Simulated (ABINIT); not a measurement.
# A GW chain in ABINIT: BaZrSe3 (P1)

Aim: the G0W0 gap of BaZrSe3 (P1) on PBEsol, step by step.

Program: ABINIT 10.8.3. Level of theory: PBEsol and many-body steps on it, plane waves. Results are calculated unless marked as measured.

## Step 1: The structure

Symmetry: P1, No. 1, triclinic system. Conventional cell: a = 5.287 Å, b = 5.296 Å, c = 5.309 Å, α = 89.89°, β = 89.91°, γ = 89.96°. Ba has 12 Se at 3.63 to 3.88 Å nearest. Nearest to Zr lie 6 Se at 2.57 to 2.75 Å. Se has 2 Zr at 2.61 to 2.70 Å and 4 Ba at 3.69 to 3.80 Å nearest. Nearest to Se lie 2 Zr at 2.62 to 2.69 Å and 4 Ba at 3.63 to 3.88 Å. Nearest to Se lie 2 Zr at 2.57 to 2.75 Å and 4 Ba at 3.71 to 3.77 Å. Farther neighbours and most contacts between anions are not listed.

The cell and positions are those that the Materials Project relaxed with its own functionals (PBE, PBE+U or r2SCAN), kept fixed. Spin-orbit coupling is left out unless a step names it.

## Step 2: Ground state

This step: ABINIT 10.8.3; DFT, PBEsol, plane waves, norm-conserving pseudopotentials.

The ground-state density comes first.

run.abi

```
acell 3*1.0 Angstrom
rprim 
  5.287383000000 -0.000000000000 -0.000000000000
  0.003576000000 5.296392000000 -0.000000000000
  0.007950000000 0.010054000000 5.309462000000
ntypat 3
znucl 56 40 34
natom 5
typat 1 2 3 3 3
xred 
  0.998643000000 0.998478000000 0.998673000000
  0.476578000000 0.490069000000 0.476727000000
  0.488317000000 0.998506000000 0.502693000000
  0.983845000000 0.511636000000 0.518540000000
  0.492614000000 0.501310000000 0.993370000000
pp_dirpath "pseudos"
pseudos "Ba.upf, Zr.upf, Se.upf"
ecut 48
ngkpt 4 4 4
nshiftk 1
shiftk 0 0 0
kptopt 1
chksymbreak 0
nband 53
occopt 1
tolvrs 1e-08
nstep 60
prtwf 0
optforces 0
optstress 0
indata_prefix "in"
outdata_prefix "out"
tmpdata_prefix "tmp"
```

On the command line:

```
OMP_NUM_THREADS=1 mpirun -n 8 abinit run.abi > log
```

Numbers of over 12 decimals in the logs are rounded to 6 here.

What it wrote:

```text
.Version 10.8.3 of ABINIT. v10.8.2 released Aug 2026.

 Symmetries : space group P1 (#  1); Bravais aP (primitive triclinic)
================================================================================
 Values of the parameters that define the memory need of the present run
     intxc =       0    ionmov =       0      iscf =       7    lmnmax =       6
     lnmax =       6     mgfft =      64  mpssoang =       3    mqgrid =    3130
     natom =       5  nloc_mem =       1    nspden =       1   nspinor =       1
    nsppol =       1      nsym =       1    n1xccc =    2501    ntypat =       3
    occopt =       1   xclevel =       2
-    mband =          53        mffmem =           1         mkmem =           5
       mpw =       15958          nfft =      262144          nkpt =          36
================================================================================
  Rough estimation (10% accuracy) of disk space for files :
================================================================================

--------------------------------------------------------------------------------
------------- Echo of variables that govern the present computation ------------
--------------------------------------------------------------------------------
 -outvars: echo values of preprocessed input variables --------
            acell      1.8897261259E+00  1.8897261259E+00  1.8897261259E+00 Bohr

      chksymbreak           0
             ecut      4.80000000E+01 Hartree
-          fftalg         312

              ixc     -116133
              kpt      0.00000000E+00  0.00000000E+00  0.00000000E+00
                       2.50000000E-01  0.00000000E+00  0.00000000E+00
                       5.00000000E-01  0.00000000E+00  0.00000000E+00
                       0.00000000E+00  2.50000000E-01  0.00000000E+00
                       2.50000000E-01  2.50000000E-01  0.00000000E+00
                       5.00000000E-01  2.50000000E-01  0.00000000E+00
                      -2.50000000E-01  2.50000000E-01  0.00000000E+00
                       0.00000000E+00  5.00000000E-01  0.00000000E+00
                       2.50000000E-01  5.00000000E-01  0.00000000E+00
   [... 25 further rows ...]
                       2.50000000E-01  5.00000000E-01  5.00000000E-01
                       5.00000000E-01  5.00000000E-01  5.00000000E-01
         kptrlatt        4    0    0      0    4    0      0    0    4
          kptrlen      3.99668232E+01
P           mkmem           5
            natom           5
            nband          53
            ngfft          64      64      64
             nkpt          36
            nstep          60
             nsym           1
           ntypat           3
              occ      2.000000  2.000000  2.000000  2.000000  2.000000  2.000000
                       2.000000  2.000000  2.000000  2.000000  2.000000  2.000000
                       2.000000  2.000000  2.000000  2.000000  2.000000  2.000000
                       2.000000  2.000000  2.000000  2.000000  2.000000  2.000000
                       2.000000  2.000000  2.000000  2.000000  2.000000  2.000000
                       2.000000  2.000000  2.000000  2.000000  2.000000  2.000000
                       2.000000  2.000000  2.000000  2.000000  2.000000  2.000000
                       2.000000  2.000000  2.000000  2.000000  2.000000  0.000000
                       0.000000  0.000000  0.000000  0.000000  0.000000
        optforces           0
        optstress           0
            prtwf           0
            rprim      5.2873830000E+00 -0.0000000000E+00 -0.0000000000E+00
[...]
spgroup           1
           tolvrs      1.00000000E-08

             xred      9.9864300000E-01  9.9847800000E-01  9.9867300000E-01
[...]
znucl       56.00000   40.00000   34.00000

================================================================================

 chkinp: Checking input parameters for consistency.

================================================================================
== DATASET  1 ==================================================================
-   mpi_nproc: 8, omp_nthreads: 1 (-1 if OMP is not activated)

--- !DatasetInfo
iteration_state: {dtset: 1, }
dimensions: {natom: 5, nkpt: 36, mband: 53, nsppol: 1, nspinor: 1, nspden: 1, mpw: 15958, }
cutoff_energies: {ecut:  48.0, pawecutdg:  -1.0, }
electrons: {nelect:   9.40000000E+01, charge:   0.00000000E+00, occopt:   1.00000000E+00, tsmear:   1.00000000E-02, }

 Real(R)+Recip(G) space primitive vectors, cartesian coordinates (Bohr,Bohr^-1):
 R(1)=  9.9917058  0.0000000  0.0000000  G(1)=  0.1000830 -0.0000676 -0.0001497
 R(2)=  0.0067577 10.0087303  0.0000000  G(2)=  0.0000000  0.0999128 -0.0001892
 R(3)=  0.0150233  0.0189993 10.0334291  G(3)=  0.0000000  0.0000000  0.0996668
 Unit cell volume ucvol=  1.0033859E+03 bohr^3
 Angles (23,13,12)=  8.98914470E+01  8.99142097E+01  8.99613152E+01 degrees

 getcut: wavevector=  0.0000  0.0000  0.0000  ngfft=  64  64  64
         ecut(hartree)=     48.000   => boxcut(ratio)=   2.04524

--- Pseudopotential description ------------------------------------------------
- Ba Generated using ONCVPSP code by D. R. Hamann
- 56.00000  10.00000  180301                  znucl, zion, pspdat
12 -116133 2 -1 1936                          pspcod,pspxc,lmax,lloc,mmax
[...]
pspatm: atomic psp has been read  and splines computed

- Zr Generated using ONCVPSP code by D. R. Hamann
- 40.00000  12.00000  180301                  znucl, zion, pspdat
12 -116133 2 -1 1604                          pspcod,pspxc,lmax,lloc,mmax
     nproj     2     2     2
  pspatm : epsatm=   18.88750569
         --- l  ekb(1:nproj) -->
[...]
pspatm: atomic psp has been read  and splines computed

- Se Generated using ONCVPSP code by D. R. Hamann
- 34.00000  24.00000  180301                  znucl, zion, pspdat
12 -116133 2 -1 1198                          pspcod,pspxc,lmax,lloc,mmax
     nproj     2     2     2
  pspatm : epsatm=   25.27915816
         --- l  ekb(1:nproj) -->
[...]
pspatm: atomic psp has been read  and splines computed

   1.10262044E+04                                ecore*ucvol(ha*bohr**3)
--------------------------------------------------------------------------------

_setup2: Arith. and geom. avg. npw (full set) are   15938.891   15938.883

================================================================================

--- !BeginCycle
iteration_state: {dtset: 1, }
solver: {iscf: 7, nstep: 60, nline: 4, wfoptalg: 0, }
tolerances: {tolvrs: 1.00E-08, }

     iter   Etot(hartree)      deltaE(h)  residm     vres2
 ETOT  1  -1085.0955327386    -1.085E+03 1.785E+00 2.126E+03
 ETOT  2  -1092.5364916241    -7.441E+00 5.216E-02 5.477E+03
 ETOT  3  -1093.1055722884    -5.691E-01 1.876E-02 1.354E+03
 ETOT  4  -1093.1935397338    -8.797E-02 2.690E-02 5.683E+02
 ETOT  5  -1093.2377069260    -4.417E-02 4.002E-03 1.420E+02
 ETOT  6  -1093.2480104626    -1.030E-02 4.982E-03 2.771E+01
 ETOT  7  -1093.2509564120    -2.946E-03 2.044E-03 2.468E-01
 ETOT  8  -1093.2509787497    -2.234E-05 2.259E-03 6.824E-02
 ETOT  9  -1093.2509825180    -3.768E-06 5.507E-04 6.281E-03
 ETOT 10  -1093.2509832353    -7.174E-07 5.160E-04 4.032E-05
 ETOT 11  -1093.2509832390    -3.673E-09 1.877E-04 1.193E-06
 ETOT 12  -1093.2509832391    -1.214E-10 1.283E-04 1.239E-07
 ETOT 13  -1093.2509832391     4.138E-11 2.522E-04 7.077E-09

 At SCF step   13       vres2   =  7.08E-09 < tolvrs=  1.00E-08 =>converged.

--- !ResultsGS
iteration_state: {dtset: 1, }
comment   : Summary of ground state results
lattice_vectors:
- [  9.9917058,  -0.0000000,  -0.0000000, ]
- [  0.0067577,  10.0087303,  -0.0000000, ]
- [  0.0150233,   0.0189993,  10.0334291, ]
lattice_lengths: [   9.99171,   10.00873,   10.03346, ]
lattice_angles: [ 89.891,  89.914,  89.961, ] # degrees, (23, 13, 12)
lattice_volume:   1.0033859E+03
convergence: {deltae:  4.138E-11, res2:  7.077E-09, residm:  2.522E-04, diffor:  0.000E+00, }
etotal    :  -1.09325098E+03
entropy   :   0.00000000E+00
fermie    :   2.12745094E-01
cartesian_stress_tensor: null
pressure_GPa: null
xred      :
- [  9.9864E-01,   9.9848E-01,   9.9867E-01, Ba]
- [  4.7658E-01,   4.9007E-01,   4.7673E-01, Zr]
- [  4.8832E-01,   9.9851E-01,   5.0269E-01, Se]
- [  9.8385E-01,   5.1164E-01,   5.1854E-01, Se]
- [  4.9261E-01,   5.0131E-01,   9.9337E-01, Se]
cartesian_forces: null
force_length_stats: {min: null, max: null, mean: null, }

 Integrated electronic density in atomic spheres:
 ------------------------------------------------
 Atom  Sphere_radius  Integrated_density
[...]
================================================================================

 ----iterations are completed or convergence reached----

 Mean square residual over all n,k,spin=   34.440E-08; max=  25.224E-05
 reduced coordinates (array xred) for    5 atoms
       0.998643000000      0.998478000000      0.998673000000
       0.476578000000      0.490069000000      0.476727000000
       0.488317000000      0.998506000000      0.502693000000
       0.983845000000      0.511636000000      0.518540000000
       0.492614000000      0.501310000000      0.993370000000
 rms dE/dt=  0.0000E+00; max dE/dt=  0.0000E+00; dE/dt below (all hartree)
    1       0.000000000000      0.000000000000      0.000000000000
    2       0.000000000000      0.000000000000      0.000000000000
    3       0.000000000000      0.000000000000      0.000000000000
    4       0.000000000000      0.000000000000      0.000000000000
    5       0.000000000000      0.000000000000      0.000000000000

 cartesian coordinates (angstrom) at end:
    1      5.291718     5.298372     5.302416
    2      2.525393     2.600391     2.531164
    3      2.589486     5.293533     2.669029
    4      5.207917     2.715038     2.753168
    5      2.614329     2.665122     5.274260
 length scales=  1.889726125908  1.889726125908  1.889726125908 bohr
              =  1.000000000000  1.000000000000  1.000000000000 angstroms
 prteigrs : about to open file out_EIG
 Fermi (or HOMO) energy (hartree) =   0.21275   Average Vxc (hartree)=  -0.35699
 Eigenvalues (hartree) for nkpt=  36  k points:
 kpt#   1, nband= 53, wtk=  0.01563, kpt=  0.0000  0.0000  0.0000 (reduced coord)
  -7.38876   -7.38798   -7.38789   -5.17196   -5.17155   -5.17149   -5.17139   -5.17135
  -5.17068   -5.17063   -5.17053   -5.17045   -1.61080   -1.51195   -1.51133   -1.51121
  -1.51120   -1.51114   -1.51053   -1.51050   -1.51049   -1.51044   -1.51043   -1.51038
  -1.50958   -1.50955   -1.50936   -1.50932   -0.82018   -0.80447   -0.80441   -0.80416
  -0.27231   -0.27209   -0.27198   -0.26301   -0.22975   -0.22884    0.09307    0.09420
   0.09463    0.16285    0.16453    0.16641    0.18354    0.19045    0.19297    0.21857
   0.22335    0.23275    0.28059    0.28334    0.29926
 prteigrs : prtvol=0 or 1, do not print more k-points.

--- !EnergyTerms
iteration_state     : {dtset: 1, }
comment             : Components of total free energy in Hartree
kinetic             :  4.59101238911303E+02
hartree             :  4.82992226671507E+02
xc                  : -1.02249309402051E+02
Ewald energy        : -4.39823265550086E+02
psp_core            :  1.09889963134471E+01
local_psp           : -1.25582212456303E+03
non_local_psp       : -2.48438745620161E+02
total_energy        : -1.09325098323907E+03
total_energy_eV     : -2.97488747687169E+04
band_energy         : -1.93258672838278E+02

== END DATASET(S) ==============================================================
================================================================================

 -outvars: echo values of variables after computation  --------
           etotal     -1.0932509832E+03
            nband          53
             nkpt          36
          spgroup           1
 [... the other variables as echoed above ...]

 Calculation completed.
```

Elapsed: 6.2 min, on 8 MPI ranks of Arm Neoverse N1, shared host; peak memory 1.5 GiB; 50 min of CPU time.

This step gave:

| Item | Value |
| --- | --- |
| total energy | -29748.8748 eV |
| gap | 0.1584 eV |
| k of the valence top | 0.5, 0.5, 0.5 |
| k of the conduction bottom | 0, 0, 0 |
| least direct gap | 0.6966 eV |

The gap is indirect, with the least direct gap 0.54 eV higher.

(Continued in part 2 of 3.)

[Paths, hosts, dates, memory and timing lines, banners, echoed tables and standing remarks are left out of the program output.]

[Logs are printed without paths, hosts, clocks, repeated set-up lines and the standing remarks that a program may print on its own settings, such as how far it seeks lower states.]

[Runs of the session that timed out or met a known fault of the program may be left out.]

[Hosts, paths, dates, database ids (printed as entryN), source tags and the programs' standing remarks are cut or masked in the printed files.]

[G0W0 gaps are taken among the corrected bands and points alone; a level outside them can change the order at an edge.]

[Where Ansatz stands beside ABINIT at settings called matched, ABINIT's density can come from a denser mesh and the files from another edition; pairs whose starting gaps differed by over 0.03 eV were left out, so agreement reads better than it is.]
